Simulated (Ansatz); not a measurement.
# How fast states decay through Cs2LuAgF6, part 2 of 3

Aim: relax a made-up compound, Cs2LuAgF6, and see how good a tunnel barrier it would be. It is built by putting Lu for Y in the Cs2YAgF6 structure of space group Fm-3m, with the volume rescaled by atomic radii. The parent structure comes from the Materials Project.

Ansatz 0.2.0; PBEsol DFT, plane waves, PAW files (the session's first sound run).

So far. Step 2 (Relaxing the new crystal): The largest force component on a free atom ends at 8.8e-4 eV/Å. Step 3 (Band edges): The searched edges give 3.08 eV, as on the mesh.

The structure was built from a prototype and need not be the compound's stable phase.

## (4) Decaying states in the gap

This step: PBEsol DFT, plane waves, PAW files; complex bands by layer matching along the plane's normal (Ansatz 0.2.0).

The same crystal is laid in a cell whose first two vectors span the (111) plane (indices of the standard conventional cell, whose axes can be ordered otherwise than in the bulk input). At fixed energy and wavevector in the plane the solver finds all kz, real and complex. A few wavevectors are listed, (0, 0) and (0, -0.5) in units of the plane's reciprocal vectors; the slowest state needn't be among them.

input.yaml

```yaml
crystal:
  lattice:
    - [6.441671443, 0.0, 0.0]
    - [3.220835722, 5.578651113, 0.0]
    - [3.220835722, 1.859550371, 5.259602709]
  atoms:
    - { symbol: Cs, position: [0.25, 0.25, 0.25] }
    - { symbol: Cs, position: [0.75, 0.75, 0.75] }
    - { symbol: Lu, position: [0.5, 0.5, 0.5] }
    - { symbol: Ag, position: [0.0, 0.0, 0.0] }
    - { symbol: F, position: [0.7330011798, 0.7330011798, 0.2669988202] }
    - { symbol: F, position: [0.7330011798, 0.2669988202, 0.2669988202] }
    - { symbol: F, position: [0.2669988202, 0.2669988202, 0.7330011798] }
    - { symbol: F, position: [0.2669988202, 0.7330011798, 0.2669988202] }
    - { symbol: F, position: [0.7330011798, 0.2669988202, 0.7330011798] }
    - { symbol: F, position: [0.2669988202, 0.7330011798, 0.7330011798] }
kpoints:
  mp_grid: { grid: [4, 4, 4] }
scf:
  occupations: { method: fixed }
hamiltonian:
  xc: pbesol
output:
  eigenvalues: true
  transmission:
    leads: [[0, 0]]
    kpoints: [[0.0, 0.0], [0.0, -0.5]]
    e_range: [-1.0, 4.08]
    de: 0.1
```

On the command line:

```bash
> ansatz run input.yaml --threads 2 --pin off --max-ram 4096MiB --backend cpu --events-out ev --progress --plain --runs-dir out
```

Numbers of over 12 decimals in the logs are rounded to 6 here.

The program printed:

```text
[...]
Crystal: 10 atoms, lattice volume = 189.008 Å³
Basis set: ecut = 420 eV, 3695 PW (Γ)
Bands: 63, of which v1, the nominal top of the filled ones, is band 52 counted from 1 (51 counted from 0)
Symmetry: 48 space group operations
[...]
k-points: 8 of 64
[...]
SCF iter   1: F=—  HF=-38120.462768 eV  |F-HF|=—  |Δ(HF+E_count)|=         —  Δρ=1.21e-2  dr2=1.83e-1  ethr=1.77e-3  ⟨swp⟩=6.0  Hψ=1932  notcnv=0  defer=40
[...]
SCF iter   9: F=-38120.409565 eV  HF=-38120.409565 eV  |F-HF|=1.26e-9  |Δ(HF+E_count)|=   1.25e-9  Δρ=1.48e-6  dr2=3.89e-9  ethr=9.62e-11  ⟨swp⟩=16.2  Hψ=2858  notcnv=0
SCF 1 converged in 9 iterations: F = -38120.409565 eV  dr2 = 3.89e-9
[...]
transmission: 8 of 16 steps passed
transmission: 16 of 16 steps passed
SCF converged after 9 iterations
Free energy (F): -38120.409565 eV
[...]
Internal energy: -38120.409565 eV  (E = F + TS)
E sigma→0 (E₀):  -38120.409565 eV
Fermi energy:    6.104423 eV
[...]
--- Band table (eV; the first three rows and the last of 8) ---
  k-point 0: bands = [... 48 lower, 5.1219, 5.1219, 5.8159, 5.8159, 9.1856, 11.8526, 11.8526, 12.1197, ... 7 higher]
  k-point 1: bands = [... 48 lower, 5.1723, 5.1723, 5.9683, 5.9683, 9.7868, 11.9082, 12.1098, 12.1098, ... 7 higher]
  k-point 2: bands = [... 48 lower, 5.2158, 5.2158, 6.1044, 6.1044, 10.4855, 11.9768, 12.2006, 12.2006, ... 7 higher]
  k-point 7: bands = [... 48 lower, 5.2058, 5.2484, 5.7985, 6.0053, 10.3891, 12.5489, 12.5489, 12.6654, ... 7 higher]
--- Transmission ---
  basis      : 313 plane waves across, 8 finite elements along
  points     : 2, as listed
  energies   : 51 from -1.000000 to 4.000000 eV about the Fermi level, 0.100000 eV apart; the leads are filled to 1.540609 eV, and channels, transmission and decay are at 1.500000 eV
  crystal 0  : F6Cs2Ag1Lu1, at the sites [0, 0], period 5.2596 Å: whole cells are its period
    offset         : up to 0.0000 Å between an atom of the period and one for which it stands
    channels       : 0.000000e0 a spin
    conductance    : none, the energies end too early or step too widely for 300 K: set another output.transmission.e_range or a lower de, or, where they end at an eighth of basis.ecutwfc, a higher one
    slowest decay  : 0.3773 /Å at (0.0000, 0.0000)
```

The job ended after 1.7 min (2 threads of Arm Neoverse V2, shared host; peak memory 1.2 GiB; 2.9 min of CPU time).

This step gave:

| Item | Value |
| --- | --- |
| level to which the leads are filled | 1.541 eV from the Fermi level |
| decay constant at the filling level, zone centre | 0.3773 Å⁻¹ |
| decay constant at the filling level, slowest listed point | 0.3773 Å⁻¹ |

K parallel (0, 0); values up to 1.5 1/Å, a degenerate pair printed once or twice; energies at which all values exceed this have no row. The Im kz of the slowest decaying states by energy, zero at the highest filled level on the SCF mesh:

| energy (eV) | decay 1 (Å⁻¹) | decay 2 (Å⁻¹) | decay 3 (Å⁻¹) | decay 4 (Å⁻¹) |
| --- | --- | --- | --- | --- |
| -1.00 | 0.145 | 0.158 | 0.388 | 0.418 |
| -0.80 | 0.354 | 0.357 | 0.362 | 0.418 |
| -0.50 | 0.267 | 0.429 | 0.568 | 0.591 |
| -0.20 | 0.434 | 0.581 | 0.704 | 0.706 |
| 0.00 | 0.0148 | 0.435 | 0.587 | 0.712 |
| 0.20 | 0.309 | 0.434 | 0.593 | 0.713 |
| 0.50 | 0.429 | 0.452 | 0.601 | 0.704 |
| 0.80 | 0.419 | 0.539 | 0.608 | 0.696 |
| 1.00 | 0.410 | 0.583 | 0.612 | 0.690 |
| 1.20 | 0.398 | 0.615 | 0.620 | 0.684 |
| 1.50 | 0.377 | 0.621 | 0.665 | 0.674 |
| 1.80 | 0.350 | 0.627 | 0.662 | 0.700 |
| 2.00 | 0.329 | 0.633 | 0.654 | 0.694 |
| 2.20 | 0.303 | 0.640 | 0.645 | 0.687 |
| 2.50 | 0.253 | 0.629 | 0.660 | 0.674 |
| 2.80 | 0.182 | 0.611 | 0.658 | 0.707 |
| 3.00 | 0.0998 | 0.598 | 0.647 | 0.688 |
| 3.20 | 0.584 | 0.634 | 0.668 | 0.802 |
| 3.50 | 0.560 | 0.613 | 0.635 | 0.813 |
| 3.80 | 0.533 | 0.589 | 0.600 | 0.822 |
| 4.00 | 0.512 | 0.570 | 0.574 | 0.827 |

K parallel (0, -0.5); values up to 1.5 1/Å, a degenerate pair printed once or twice; energies at which all values exceed this have no row. The Im kz of the slowest decaying states by energy, zero at the highest filled level on the SCF mesh:

| energy (eV) | decay 1 (Å⁻¹) | decay 2 (Å⁻¹) | decay 3 (Å⁻¹) | decay 4 (Å⁻¹) |
| --- | --- | --- | --- | --- |
| -1.0000 | 0.185 | 0.387 | 0.402 | 0.475 |
| -0.8000 | 0.386 | 0.393 | 0.395 | 0.526 |
| -0.5000 | 0.255 | 0.278 | 0.601 | 0.620 |
| -0.3000 | 0.0851 | 0.610 | 0.667 | 0.698 |
| 0.0000 | 0.0141 | 0.0146 | 0.622 | 0.655 |
| 0.2000 | 0.289 | 0.304 | 0.630 | 0.654 |
| 0.5000 | 0.417 | 0.439 | 0.643 | 0.652 |
| 0.7000 | 0.468 | 0.493 | 0.650 | 0.653 |
| 1.0000 | 0.519 | 0.550 | 0.645 | 0.672 |
| 1.2000 | 0.542 | 0.576 | 0.640 | 0.692 |
| 1.5000 | 0.562 | 0.602 | 0.629 | 0.710 |
| 1.7000 | 0.570 | 0.614 | 0.619 | 0.713 |
| 2.0000 | 0.577 | 0.602 | 0.624 | 0.717 |
| 2.2000 | 0.579 | 0.588 | 0.626 | 0.718 |
| 2.5000 | 0.563 | 0.582 | 0.625 | 0.704 |
| 2.7000 | 0.543 | 0.586 | 0.622 | 0.677 |
| 3.0000 | 0.507 | 0.614 | 0.616 | 0.750 |
| 3.2000 | 0.478 | 0.604 | 0.606 | 0.750 |
| 3.5000 | 0.424 | 0.580 | 0.591 | 0.742 |
| 3.7000 | 0.374 | 0.558 | 0.579 | 0.732 |
| 4.0000 | 0.242 | 0.507 | 0.558 | 0.710 |

At the listed wavevectors the last open channel is at -0.10 eV and the next at +3.10 eV on the grid. At +1.50 eV, the grid energy nearest the filling level (the middle of the gap on the SCF mesh), the slowest state at the listed wavevectors decays with κ = 0.377 Å⁻¹, its amplitude falling by e over 2.7 Å. Through 1 nm of this crystal that state's transmission falls by exp(−2 × 0.377 Å⁻¹ × 10 Å) = 5.3e-4.

## (5) Decay over the two-dimensional zone

The listed points could miss the slowest state, so one energy near mid-gap is solved on a mesh of 6×6.

Edit input.yaml of step 4 so:

```diff
@@ -24,6 +24,2 @@
   eigenvalues: true
-  transmission:
-    leads: [[0, 0]]
-    kpoints: [[0.0, 0.0], [0.0, -0.5]]
-    e_range: [-1.0, 4.08]
-    de: 0.1
+  transmission: { leads: [[0, 0]], kmesh: [6, 6], e_range: [1.54, 1.55], de: 0.05 }
```

The program printed:

```text
[...]
Crystal: 10 atoms, lattice volume = 189.008 Å³
Basis set: ecut = 420 eV, 3695 PW (Γ)
Bands: 63, of which v1, the nominal top of the filled ones, is band 52 counted from 1 (51 counted from 0)
Symmetry: 48 space group operations
[...]
k-points: 8 of 64
[...]
SCF iter   1: F=—  HF=-38120.462768 eV  |F-HF|=—  |Δ(HF+E_count)|=         —  Δρ=1.21e-2  dr2=1.83e-1  ethr=1.77e-3  ⟨swp⟩=6.0  Hψ=1932  notcnv=0  defer=40
[...]
SCF iter   9: F=-38120.409565 eV  HF=-38120.409565 eV  |F-HF|=1.26e-9  |Δ(HF+E_count)|=   1.25e-9  Δρ=1.48e-6  dr2=3.89e-9  ethr=9.62e-11  ⟨swp⟩=16.2  Hψ=2858  notcnv=0
SCF 1 converged in 9 iterations: F = -38120.409565 eV  dr2 = 3.89e-9
[...]
transmission: 24 of 56 steps passed
transmission: 48 of 56 steps passed
transmission: 56 of 56 steps passed
SCF converged after 9 iterations
Free energy (F): -38120.409565 eV
[...]
Internal energy: -38120.409565 eV  (E = F + TS)
E sigma→0 (E₀):  -38120.409565 eV
Fermi energy:    6.104423 eV
[...]
--- Band table (eV; the first three rows and the last of 8) ---
  k-point 0: bands = [... 48 lower, 5.1219, 5.1219, 5.8159, 5.8159, 9.1856, 11.8526, 11.8526, 12.1197, ... 7 higher]
  k-point 1: bands = [... 48 lower, 5.1723, 5.1723, 5.9683, 5.9683, 9.7868, 11.9082, 12.1098, 12.1098, ... 7 higher]
  k-point 2: bands = [... 48 lower, 5.2158, 5.2158, 6.1044, 6.1044, 10.4855, 11.9768, 12.2006, 12.2006, ... 7 higher]
  k-point 7: bands = [... 48 lower, 5.2058, 5.2484, 5.7985, 6.0053, 10.3891, 12.5489, 12.5489, 12.6654, ... 7 higher]
--- Transmission ---
  basis      : 313 plane waves across, 8 finite elements along
  points     : 7, standing for a mesh of 6 x 6
  energies   : 1 from 1.540000 to 1.540000 eV about the Fermi level; the leads are filled to 1.540609 eV, and channels, transmission and decay are at 1.540000 eV
[...]
channels       : 0.000000e0 a spin
    conductance    : none, crystal 0 has no channel at the energies, or these end too early or step too widely for 300 K: set another output.transmission.e_range or a lower de, or, where they end at an eighth of basis.ecutwfc, a higher one
    slowest decay  : 0.3741 /Å at (0.0000, 0.0000)
```

Run time: 34 s. Hardware: 2 threads; peak memory 1.3 GiB; 64 s of CPU time.

This step gave:

```yaml
least_decay_constant_on_the_mesh: 0.3741 Å⁻¹
```

Slowest decay constant (1/Å; 0 where a channel is open) over k1 and k2. At 1.5400 eV from the Fermi level.

Ten even steps from '0' (0.374) to '9' (0.639):
```
999545
994114
751015
941149
954599
799799
```
Columns: k1 (b1) from -0.5 to 0.333; rows upwards: k2 (b2) from -0.5 to 0.333.

The least value on the mesh is 0.374 Å⁻¹ at +1.54 eV. At that energy the listed points give about 0.374 Å⁻¹ by interpolation, so the mesh holds no clearly slower state.

## (6) Band edges at another level

This step: PBE DFT, plane waves, PAW files (Ansatz 0.2.0).

The edges again with PBE, at the same atoms.

input.yaml

```yaml
crystal:
  lattice:
    - [0.0, 4.5549495597, 4.5549495597]
    - [4.5549495597, 0.0, 4.5549495597]
    - [4.5549495597, 4.5549495597, 0.0]
  atoms:
    - { symbol: Cs, position: [0.75, 0.75, 0.75] }
    - { symbol: Cs, position: [0.25, 0.25, 0.25] }
    - { symbol: Lu, position: [0.5, 0.5, 0.5] }
    - { symbol: Ag, position: [0.0, 0.0, 0.0] }
    - { symbol: F, position: [0.7330011798, 0.2669988202, 0.2669988202] }
    - { symbol: F, position: [0.2669988202, 0.2669988202, 0.7330011798] }
    - { symbol: F, position: [0.2669988202, 0.7330011798, 0.7330011798] }
    - { symbol: F, position: [0.2669988202, 0.7330011798, 0.2669988202] }
    - { symbol: F, position: [0.7330011798, 0.2669988202, 0.7330011798] }
    - { symbol: F, position: [0.7330011798, 0.7330011798, 0.2669988202] }
kpoints:
  mp_grid: { grid: [4, 4, 4] }
  band_path: { path: [VBM, CBM], npoints: 30 }
scf:
  occupations: { method: fixed }
hamiltonian:
  xc: pbe
output:
  eigenvalues: true
```

The program printed:

```text
[...]
Crystal: 10 atoms, lattice volume = 189.008 Å³
Basis set: ecut = 420 eV, 3695 PW (Γ)
Bands: 63, of which v1, the nominal top of the filled ones, is band 52 counted from 1 (51 counted from 0)
Symmetry: 48 space group operations
[...]
k-points: 8 of 64
[...]
SCF iter   1: F=—  HF=-38527.281227 eV  |F-HF|=—  |Δ(HF+E_count)|=         —  Δρ=1.63e-3  dr2=3.83e-3  ethr=1.77e-3  ⟨swp⟩=6.0  Hψ=1929  notcnv=0  defer=40
[...]
SCF iter   8: F=-38527.277419 eV  HF=-38527.277420 eV  |F-HF|=2.21e-8  |Δ(HF+E_count)|=   8.90e-8  Δρ=2.59e-6  dr2=1.81e-8  ethr=7.69e-11  ⟨swp⟩=4.1  Hψ=1615  notcnv=0
SCF 1 converged in 8 iterations: F = -38527.277419 eV  dr2 = 1.81e-8
[...]
SCF converged after 8 iterations
Free energy (F): -38527.277419 eV
[...]
Internal energy: -38527.277419 eV  (E = F + TS)
E sigma→0 (E₀):  -38527.277419 eV
Fermi energy:    6.247913 eV
[...]
--- Band table (eV; the first three rows and the last of 8) ---
  k-point 0: bands = [... 48 lower, 5.2793, 5.2793, 5.9677, 5.9677, 9.4906, 12.0888, 12.0888, 12.3778, ... 7 higher]
  k-point 1: bands = [... 48 lower, 5.3266, 5.3266, 6.1155, 6.1155, 10.0778, 12.1765, 12.3584, 12.3584, ... 7 higher]
  k-point 2: bands = [... 48 lower, 5.3676, 5.3676, 6.2479, 6.2479, 10.7544, 12.2743, 12.4530, 12.4530, ... 7 higher]
  k-point 7: bands = [... 48 lower, 5.3582, 5.3987, 5.9523, 6.1520, 10.6567, 12.8051, 12.8051, 12.9023, ... 7 higher]
```

Run time: 18 s. Hardware: 2 threads; peak memory 0.53 GiB.

Numbers from this step:

```yaml
free_energy: -38527.2774 eV
fermi_energy: 6.248 eV
gap_on_the_k_mesh: 3.243 eV
gap_on_path: 3.243 eV, by band count; negative where bands overlap
direct_gap_on_path: 3.523 eV
```

Electronic bands along the path, in eV, zero at the Fermi level (highest filled level under fixed occupations); v1 is the highest filled band, c1 the lowest empty one:

| point | v4 | v3 | v2 | v1 | c1 | c2 | c3 | c4 |
| --- | --- | --- | --- | --- | --- | --- | --- | --- |
| VBM | -0.88 | -0.88 | 0.00 | 0.00 | 4.51 | 6.03 | 6.21 | 6.21 |
| halfway | -0.92 | -0.92 | -0.13 | -0.13 | 3.83 | 5.93 | 6.11 | 6.11 |
| CBM | -0.97 | -0.97 | -0.28 | -0.28 | 3.24 | 5.84 | 5.84 | 6.13 |

The searched edges give 3.24 eV, as on the mesh.

## (7) Complex bands at another level

This step: PBE DFT, plane waves, PAW files; complex bands by layer matching along the plane's normal (Ansatz 0.2.0).

The complex bands at that level, over its own gap, at (0, 0) and (0, -0.5).

input.yaml

```yaml
crystal:
  lattice:
    - [6.441671443, 0.0, 0.0]
    - [3.220835722, 5.578651113, 0.0]
    - [3.220835722, 1.859550371, 5.259602709]
  atoms:
    - { symbol: Cs, position: [0.25, 0.25, 0.25] }
    - { symbol: Cs, position: [0.75, 0.75, 0.75] }
    - { symbol: Lu, position: [0.5, 0.5, 0.5] }
    - { symbol: Ag, position: [0.0, 0.0, 0.0] }
    - { symbol: F, position: [0.7330011798, 0.7330011798, 0.2669988202] }
    - { symbol: F, position: [0.7330011798, 0.2669988202, 0.2669988202] }
    - { symbol: F, position: [0.2669988202, 0.2669988202, 0.7330011798] }
    - { symbol: F, position: [0.2669988202, 0.7330011798, 0.2669988202] }
    - { symbol: F, position: [0.7330011798, 0.2669988202, 0.7330011798] }
    - { symbol: F, position: [0.2669988202, 0.7330011798, 0.7330011798] }
kpoints:
  mp_grid: { grid: [4, 4, 4] }
scf:
  occupations: { method: fixed }
hamiltonian:
  xc: pbe
output:
  eigenvalues: true
  transmission:
    leads: [[0, 0]]
    kpoints: [[0.0, 0.0], [0.0, -0.5]]
    e_range: [-1.0, 4.24]
    de: 0.1
```

The program printed:

```text
[...]
Crystal: 10 atoms, lattice volume = 189.008 Å³
Basis set: ecut = 420 eV, 3695 PW (Γ)
Bands: 63, of which v1, the nominal top of the filled ones, is band 52 counted from 1 (51 counted from 0)
Symmetry: 48 space group operations
[...]
k-points: 8 of 64
[...]
SCF iter   1: F=—  HF=-38527.280972 eV  |F-HF|=—  |Δ(HF+E_count)|=         —  Δρ=1.62e-3  dr2=3.82e-3  ethr=1.77e-3  ⟨swp⟩=6.0  Hψ=1930  notcnv=0  defer=40
[...]
SCF iter   8: F=-38527.277419 eV  HF=-38527.277420 eV  |F-HF|=2.22e-8  |Δ(HF+E_count)|=  3.49e-10  Δρ=2.72e-6  dr2=2.10e-8  ethr=9.43e-11  ⟨swp⟩=4.0  Hψ=1449  notcnv=0
SCF 1 converged in 8 iterations: F = -38527.277419 eV  dr2 = 2.10e-8
[...]
transmission: 8 of 16 steps passed
transmission: 16 of 16 steps passed
SCF converged after 8 iterations
Free energy (F): -38527.277419 eV
[...]
Internal energy: -38527.277419 eV  (E = F + TS)
E sigma→0 (E₀):  -38527.277419 eV
Fermi energy:    6.247901 eV
[...]
--- Band table (eV; the first three rows and the last of 8) ---
  k-point 0: bands = [... 48 lower, 5.2793, 5.2793, 5.9677, 5.9677, 9.4906, 12.0888, 12.0888, 12.3778, ... 7 higher]
  k-point 1: bands = [... 48 lower, 5.3266, 5.3266, 6.1155, 6.1155, 10.0778, 12.1765, 12.3584, 12.3584, ... 7 higher]
  k-point 2: bands = [... 48 lower, 5.3676, 5.3676, 6.2479, 6.2479, 10.7544, 12.2743, 12.4530, 12.4530, ... 7 higher]
  k-point 7: bands = [... 48 lower, 5.3582, 5.3987, 5.9523, 6.1519, 10.6567, 12.8051, 12.8051, 12.9022, ... 7 higher]
--- Transmission ---
  basis      : 313 plane waves across, 8 finite elements along
  points     : 2, as listed
[...]
channels       : 0.000000e0 a spin
[...]
slowest decay  : 0.3878 /Å at (0.0000, 0.0000)
```

Run time: 1.7 min. Hardware: 2 threads; peak memory 1.2 GiB; 3 min of CPU time.

This step gave:

- level to which the leads are filled: 1.621 eV from the Fermi level
- decay constant at the filling level, zone centre: 0.3878 Å⁻¹
- decay constant at the filling level, slowest listed point: 0.3878 Å⁻¹

K parallel (0, 0); values up to 1.5 1/Å, a degenerate pair printed once or twice; energies at which all values exceed this have no row. Im kz of the slowest decaying states against energy, zero at the highest filled level on the SCF mesh:

| energy (eV) | decay 1 (Å⁻¹) | decay 2 (Å⁻¹) | decay 3 (Å⁻¹) | decay 4 (Å⁻¹) |
| --- | --- | --- | --- | --- |
| -1.00 | 0.195 | 0.212 | 0.396 | 0.429 |
| -0.80 | 0.348 | 0.354 | 0.364 | 0.428 |
| -0.60 | 0.315 | 0.436 | 0.541 | 0.570 |
| -0.40 | 0.215 | 0.442 | 0.579 | 0.640 |
| -0.20 | 0.446 | 0.587 | 0.710 | 0.714 |
| 0.00 | 0.0155 | 0.447 | 0.594 | 0.720 |
| 0.20 | 0.313 | 0.446 | 0.600 | 0.721 |
| 0.50 | 0.442 | 0.456 | 0.608 | 0.712 |
| 0.70 | 0.436 | 0.518 | 0.613 | 0.706 |
| 0.90 | 0.429 | 0.567 | 0.617 | 0.701 |
| 1.10 | 0.420 | 0.607 | 0.621 | 0.695 |
| 1.30 | 0.409 | 0.624 | 0.641 | 0.689 |
| 1.50 | 0.395 | 0.628 | 0.670 | 0.682 |
| 1.70 | 0.380 | 0.632 | 0.675 | 0.696 |
| 1.90 | 0.361 | 0.636 | 0.667 | 0.707 |
| 2.10 | 0.340 | 0.642 | 0.658 | 0.7 |
| 2.30 | 0.315 | 0.649 | 0.650 | 0.692 |
| 2.50 | 0.285 | 0.639 | 0.664 | 0.684 |
| 2.70 | 0.249 | 0.628 | 0.674 | 0.695 |
| 3.00 | 0.172 | 0.609 | 0.658 | 0.701 |
| 3.20 | 0.0733 | 0.595 | 0.646 | 0.681 |
| 3.40 | 0.580 | 0.632 | 0.660 | 0.817 |
| 3.60 | 0.563 | 0.618 | 0.638 | 0.824 |
| 3.80 | 0.545 | 0.602 | 0.614 | 0.829 |
| 4.00 | 0.525 | 0.584 | 0.590 | 0.834 |
| 4.20 | 0.503 | 0.564 | 0.565 | 0.834 |

[end of part 2 of 3]

[Logs are printed without paths, hosts, clocks, repeated set-up lines and the standing remarks that a program may print on its own settings, such as how far it seeks lower states.]

[Hosts, paths, dates, database ids (printed as entryN), source tags and the programs' standing remarks are cut or masked in the printed files.]
